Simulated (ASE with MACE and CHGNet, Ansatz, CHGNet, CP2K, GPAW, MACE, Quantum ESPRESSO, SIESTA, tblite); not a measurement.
**Machine-learned potentials runs on random packing of Sn (61 atoms)**

Aim: run random packing of Sn (61 atoms) in machine-learned potentials and see how near its forces come to a plane-wave reference, and at what cost.

Program: ASE with MACE and CHGNet. Level of theory: the method is named at each step. Results are calculated unless marked as measured.

## (1) The starting structure

The cell holds 61 atoms: 61 Sn. Cell: a = 11.914 Å, b = 11.914 Å, c = 11.914 Å, α = 90.0°, β = 90.0°, γ = 90.0°. 61 atoms (61 Sn) packed at random in a cube at 7.11 g/cm³ and pushed apart as soft spheres; a start for melting by ab initio MD, not an equilibrated structure. Then every atom was moved at random, 0.05 Å r.m.s. a Cartesian component.

The yardstick, on the same geometry:

```
method                 : Kohn-Sham DFT, PBE, SSSP efficiency 1.3.0 pseudopotentials, plane waves (Quantum ESPRESSO 7.5); sssp-pbe-1.3.0-efficiency, cutoffs 45/360 Ry, Γ point
r.m.s. force component : 1.185 eV/Å
longest force          : 4.352 eV/Å
pressure               : 14.87 GPa
time                   : 3.8 min on 4 MPI ranks of Arm Neoverse V2, shared host
CPU time               : 15 min
```

## (2) MACE MP-0b2 small potential

Method: machine-learned interatomic potential MACE MP-0b2 small, trained on PBE(+U) plane-wave data.

The input, run.py:

```python
import numpy as np
from ase.io import read
import mlip  # loads the published weights by name

atoms = read("structure.xyz")
atoms.calc = mlip.calc("mace-mp-0b2-small")
energy = atoms.get_potential_energy()
forces = atoms.get_forces()
print(f"energy {energy:.6f} eV")
print("forces (eV/A)")
for i, (a, f) in enumerate(zip(atoms, forces)):
    print(f"{i:4d} {a.symbol:2s} {f[0]:10.5f} {f[1]:10.5f} {f[2]:10.5f}")
stress = -atoms.get_stress(voigt=False) * 160.21766
print("stress (GPa, compression positive)")
for row in stress:
    print(" ".join(f"{x:10.4f}" for x in row))
```

The input, structure.xyz:

```xyz
61
Lattice="11.91370 0.00000 0.00000 0.00000 11.91370 0.00000 0.00000 0.00000 11.91370" Properties=species:S:1:pos:R:3 pbc="T T T"
Sn 11.62718 1.69329 0.02228
Sn 5.33079 0.03193 1.09844
Sn 9.60506 6.44186 11.35578
Sn 3.11174 4.12476 0.99658
Sn 7.43022 6.86646 8.98484
Sn 3.79904 6.30366 3.36419
Sn 4.73796 3.75865 6.31271
Sn 2.20070 0.67956 6.25171
Sn 8.68282 1.73928 11.17362
Sn 5.37641 1.70688 4.26153
Sn 2.60243 9.93412 3.20490
Sn 4.03410 10.00203 7.74426
Sn 4.07389 10.75819 10.42627
Sn 1.31968 8.15648 8.61944
Sn 1.02505 6.05943 0.68361
Sn 7.23948 0.42913 8.64601
Sn 6.14306 2.89896 11.07378
Sn 0.05540 0.04182 7.49419
Sn 10.57377 0.78321 9.67476
Sn 11.16504 4.76262 9.93555
Sn 5.70154 8.21664 7.27868
Sn 7.24055 4.20971 4.50600
Sn 8.14623 9.75804 5.05451
Sn 0.39005 2.98748 2.36832
Sn 3.65989 1.89690 11.40939
Sn 1.34458 3.42352 10.97812
Sn 11.10845 9.51035 3.33059
Sn 3.65250 6.63105 9.35762
Sn 2.45434 11.68198 1.14193
Sn 5.78112 5.51366 10.60891
Sn 4.88831 1.10273 6.98274
Sn 7.57854 0.73007 5.40953
Sn 9.84226 7.61405 1.90464
Sn 7.94382 2.05440 2.93256
Sn 2.40287 3.62915 8.43538
Sn 10.45308 9.48867 7.66313
Sn 4.86389 9.38597 5.01352
Sn 10.33716 0.30285 5.05308
Sn 0.41722 10.20182 10.22434
Sn 11.39069 4.66100 6.74530
Sn 3.33679 3.44544 3.81584
Sn 5.12372 6.48165 1.12906
Sn 7.55388 10.09055 0.16929
Sn 2.36856 5.93791 5.82306
Sn 2.12731 9.90982 5.83974
Sn 0.48179 6.59340 3.33059
Sn 0.32048 2.25562 5.06976
Sn 2.54679 8.19853 11.43513
Sn 9.38895 1.86473 7.28987
Sn 10.09412 3.40065 3.97227
Sn 8.76157 9.72456 9.73683
Sn 0.70934 8.64136 1.30121
Sn 0.12319 7.77250 5.73573
Sn 9.27315 6.44495 6.86646
Sn 6.71230 8.71904 2.25169
Sn 10.37540 5.03938 1.66994
[... 1 atom lines left out ...]
Sn 7.97086 7.10819 4.35648
Sn 7.45464 3.30951 8.40095
Sn 6.76936 4.33933 1.50553
Sn 11.80397 11.15170 1.34148
```

On the command line:

```bash
OMP_NUM_THREADS=1 python run.py > output.txt
```

The log of the run:

```text
energy -213.401647 eV
forces (eV/A)
   0 Sn   -1.12860   -0.77743    1.45873
   1 Sn    0.70557   -0.00660    0.39886
   2 Sn   -1.47990    0.92451   -1.83757
   3 Sn    1.21554    0.66196    1.45675
   4 Sn    1.42601    0.72541    0.19053
   5 Sn   -1.08366    0.88978    1.15282
   6 Sn   -0.21097    0.96966    1.52188
   7 Sn    2.49276    1.48015   -0.81931
   8 Sn   -1.51174    0.45832    1.83063
   9 Sn   -1.09091   -0.95401   -1.96539
  10 Sn    0.74391   -0.74733   -0.68647
  11 Sn   -1.74787    2.41305    2.06360
  12 Sn    0.17512    0.10939    0.91243
  13 Sn   -0.03118   -0.81166   -0.89553
  14 Sn    0.19174   -1.95151   -1.93127
  15 Sn   -0.56372   -1.38593    0.64039
  16 Sn    0.48897   -1.20716   -0.50135
  17 Sn   -0.94378   -0.96159    0.92445
  18 Sn    0.51789   -1.29866   -1.23106
  19 Sn   -0.52003   -0.26148   -1.45178
  20 Sn    2.51131   -1.41438    2.16860
  21 Sn    0.43890    0.17879    0.58293
  22 Sn    0.11478    0.82696    0.58544
  23 Sn    1.57417   -0.21845   -0.28904
[...]
53 Sn    0.05961    0.32560    0.18689
  54 Sn   -0.61737   -0.40736    1.05702
  55 Sn   -0.61963   -2.62192    0.02745
  56 Sn   -1.29124   -0.65770   -0.25759
  57 Sn    1.43082   -0.52063   -0.94733
  58 Sn   -1.21023    1.88694    0.41781
  59 Sn    1.25155   -0.15348    0.64678
  60 Sn   -2.73891    2.16203   -0.91791
stress (GPa, compression positive)
   12.7528    -2.2211    -1.8009
   -2.2211    12.3013     0.3297
   -1.8009     0.3297    13.8055
```

It took 6 s on 1 thread of Arm Neoverse V2, shared host; peak memory 0.64 GiB.

Banners, paths, timers and routine set-up lines are dropped from the logs unmarked, and long logs keep their key lines alone; longer cuts are marked.

Numbers from this run, and their distance from the reference:

```
r.m.s. force component                  : 1.17 eV/Å
r.m.s. difference of force components   : 242.6 meV/Å
longest difference of force vectors     : 871.6 meV/Å
force difference over r.m.s. force      : 20.47 %
slope of forces against the reference's : 0.9662
correlation of force components         : 0.9788
pressure                                : 12.95 GPa
pressure difference                     : -1.915 GPa
```

A closer look about Sn27, which bears the longest force: 9 atoms, nearest first, numbered in the order of the input, with positions taken from that point.

```tsv
atom	x	y	z	distance (Å)	bonds	Fx	Fy	Fz (eV/Å)
Sn27	0.00	0.00	0.00	0.00	3	-1.35	1.29	3.77
Sn61	0.70	1.64	-1.99	2.67	4	-2.74	2.16	-0.92
Sn52	1.51	-0.87	-2.03	2.68	7	0.24	0.01	-0.34
Sn33	-1.27	-1.90	-1.43	2.69	4	-2.39	1.71	0.29
Sn53	0.93	-1.74	2.41	3.11	4	-0.85	0.49	1.33
Sn46	1.29	-2.92	0.00	3.19	4	0.44	-1.33	0.94
Sn38	-0.77	2.71	1.72	3.30	4	-0.04	-1.68	-0.97
Sn11	3.41	0.42	-0.13	3.44	4	0.74	-0.75	-0.69
Sn23	-2.96	0.25	1.72	3.44	2	0.11	0.83	0.59
```

Atoms are counted from 1 here, from 0 in the log.

Forces lie 20 % from the reference's, at 0.0060 times its CPU time (on 1 against 4 cores).

## (3) MACE MP-0b3 medium potential

Method: machine-learned interatomic potential MACE MP-0b3 medium, trained on PBE(+U) plane-wave data.

run.py: that of step 2 with these lines changed.

```diff
@@ -5,3 +5,3 @@
 atoms = read("structure.xyz")
-atoms.calc = mlip.calc("mace-mp-0b2-small")
+atoms.calc = mlip.calc("mace-mp-0b3-medium")
 energy = atoms.get_potential_energy()
```

structure.xyz is that of step 2.

The log of the run:

```text
energy -213.352427 eV
forces (eV/A)
   0 Sn   -1.06992   -0.62622    1.73728
   1 Sn    0.91882   -0.06968    0.64464
   2 Sn   -1.42236    0.96690   -1.91896
   3 Sn    1.31992    0.75099    1.77185
   4 Sn    1.46195    0.63454    0.11884
   5 Sn   -1.15322    0.91578    0.95098
   6 Sn   -0.17794    0.90772    1.84999
   7 Sn    2.21428    1.29284   -0.66187
   8 Sn   -1.32759    0.40377    1.61912
   9 Sn   -1.29734   -1.13022   -2.15873
  10 Sn    0.74010   -0.60997   -0.52670
  11 Sn   -1.81315    2.42403    2.12692
  12 Sn    0.12349    0.06395    0.95016
  13 Sn   -0.11166   -0.64887   -0.75314
  14 Sn    0.20618   -1.86805   -1.73925
  15 Sn   -0.56268   -1.41139    0.60883
  16 Sn    0.50629   -1.14185   -0.28346
  17 Sn   -0.73597   -0.94190    0.97220
  18 Sn    0.36049   -1.16998   -1.11676
  19 Sn   -0.57198   -0.18987   -1.28439
  20 Sn    2.50148   -1.35230    2.20378
  21 Sn    0.48159    0.29877    0.56888
  22 Sn    0.09127    0.86921    0.58778
  23 Sn    1.78265   -0.38838   -0.57549
[...]
53 Sn    0.09709    0.11147   -0.00354
  54 Sn   -0.71034   -0.36095    0.95074
  55 Sn   -0.84178   -2.43423    0.06035
  56 Sn   -1.29931   -0.66367   -0.25238
  57 Sn    1.67465   -0.57063   -0.98482
  58 Sn   -0.99200    1.87250    0.11015
  59 Sn    1.14470   -0.09789    0.58450
  60 Sn   -2.54668    2.37595   -0.88915
stress (GPa, compression positive)
   13.1215    -2.1885    -1.6397
   -2.1885    12.7221     0.1068
   -1.6397     0.1068    14.2660
```

Wall time 6.4 s (1 thread); peak memory 0.72 GiB.

Against the reference:

* r.m.s. force component: 1.195 eV/Å
* r.m.s. difference of force components: 234.9 meV/Å
* longest difference of force vectors: 769.2 meV/Å
* force difference over r.m.s. force: 19.82 %
* slope of forces against the reference's: 0.9889
* correlation of force components: 0.9806
* pressure: 13.37 GPa
* pressure difference: -1.499 GPa

Against the first run (20 %), the force difference from the reference is 20 %, at 1.1 times the CPU time.

## (4) CHGNet 0.3.0 potential

Method: machine-learned interatomic potential CHGNet 0.3.0, trained on PBE(+U) plane-wave data.

run.py: that of step 3 with these lines changed.

```diff
@@ -5,3 +5,3 @@
 atoms = read("structure.xyz")
-atoms.calc = mlip.calc("mace-mp-0b3-medium")
+atoms.calc = mlip.calc("chgnet-0.3.0")
 energy = atoms.get_potential_energy()
```

structure.xyz is that of step 3.

The log of the run:

```text
CHGNet v0.3.0 initialized with 412,525 parameters
CHGNet will run on cpu
energy -213.707687 eV
forces (eV/A)
   0 Sn   -1.57418   -1.16301    1.61327
   1 Sn    1.42239   -0.33036    0.50916
   2 Sn   -1.83007    1.42711   -2.17538
   3 Sn    1.19798    1.17629    1.78687
   4 Sn    1.39968    0.75848   -0.01253
   5 Sn   -1.46127    0.69179    1.63001
   6 Sn   -0.20173    1.19442    1.77563
   7 Sn    2.99461    1.59899   -0.98208
   8 Sn   -1.67924    1.01493    2.42729
   9 Sn   -1.50105   -1.24986   -2.29848
  10 Sn    0.83613   -1.07242   -0.66629
  11 Sn   -1.46570    2.58464    2.28179
  12 Sn    0.20511    0.09499    0.66397
  13 Sn   -0.54770   -1.15998   -0.78783
  14 Sn    0.39481   -1.87042   -2.18098
  15 Sn   -0.57525   -1.74008    0.74593
  16 Sn    0.71942   -1.29412   -0.75695
  17 Sn   -1.16104   -1.11363    0.95949
  18 Sn    1.05831   -1.33011   -1.75356
  19 Sn   -0.36021   -0.03974   -2.13911
  20 Sn    2.85058   -1.34752    2.47444
  21 Sn    0.52881    0.59489    0.80731
  22 Sn    0.17561    1.25799    0.54593
  23 Sn    1.94458   -0.20678   -0.27252
[...]
53 Sn   -0.04325    0.31593    0.08737
  54 Sn   -1.06576   -0.65939    1.47713
  55 Sn   -0.51714   -3.22293    0.20415
  56 Sn   -1.50884   -0.72917   -0.20983
  57 Sn    1.83051   -0.95888   -1.17448
  58 Sn   -1.49198    2.50079    0.59238
  59 Sn    1.21440   -0.36940    0.77202
  60 Sn   -3.31901    2.47500   -0.83136
stress (GPa, compression positive)
   16.4958    -2.7055    -2.4195
   -2.7055    15.5239     0.1403
   -2.4195     0.1403    17.4718
```

It took 2.6 s on 1 thread; peak memory 0.54 GiB.

Against the reference:

```
r.m.s. force component                  : 1.395 eV/Å
r.m.s. difference of force components   : 364.2 meV/Å
longest difference of force vectors     : 1253 meV/Å
force difference over r.m.s. force      : 30.74 %
slope of forces against the reference's : 1.146
correlation of force components         : 0.9732
pressure                                : 16.5 GPa
pressure difference                     : 1.629 GPa
```

Against the first run (20 %), the force difference from the reference is 31 %, at 0.47 times the CPU time.

## (5) The ladder

Differences are against the plane-wave reference, forces as r.m.s. over components; share is that over the reference's r.m.s. force, slope the least-squares factor from reference forces to these. Total energies of different programs have different zeros and aren't compared.

```tsv
run	Δ force, r.m.s. (meV/Å)	share (%)	slope	Δ pressure (GPa)	cores	CPU time	memory (GiB)
reference	-	-	-	-	4	15 min	4.9
MACE MP-0b2 small potential	243	20.5	0.966	-1.92	1	5.5 s	0.64
MACE MP-0b3 medium potential	235	19.8	0.989	-1.50	1	6.1 s	0.72
CHGNet 0.3.0 potential	364	30.7	1.146	1.63	1	2.6 s	0.54
```

Times of the machine-learned potentials are mostly Python's start and the loading of weights.

CPU time is summed over cores on a shared host, where runs went side by side, so it is rough. Symmetry, cutoffs, thresholds, outputs and thread counts weren't matched or tuned between programs; memory under MPI is the largest rank's times the ranks.

## (6) Summary of results

```
nearest in forces : a tie at 20 % of 2 runs: MACE MP-0b2 small potential; MACE MP-0b3 medium potential
```

In words: Machine-learned potentials differ by 20 % (MACE MP-0b3 medium potential) to 31 % (CHGNet 0.3.0 potential); they were trained on other programs' data. The reference's pressure holds the uncorrected Pulay stress of its 45 Ry basis, so small pressure differences, and their order, may be the reference's own error. Machine-learned potentials mimic data converged in k, so the reference's own k-point error enters their differences. The reference's pressure of 15 GPa says that the cell would expand at this level of theory. The electronic-structure runs sample only Γ, in a cell whose shortest periodic width is 12 Å, which is coarse for a cell with partly filled levels.

[Also dropped from logs without a mark: logging warnings of Python, and SIESTA's first energy breakdown and zero terms.]

[Logs are printed without paths, hosts, clocks, repeated set-up lines and the standing remarks that a program may print on its own settings, such as how far it seeks lower states.]

[Hosts, paths, dates, database ids (printed as entryN), source tags and the programs' standing remarks are cut or masked in the printed files.]
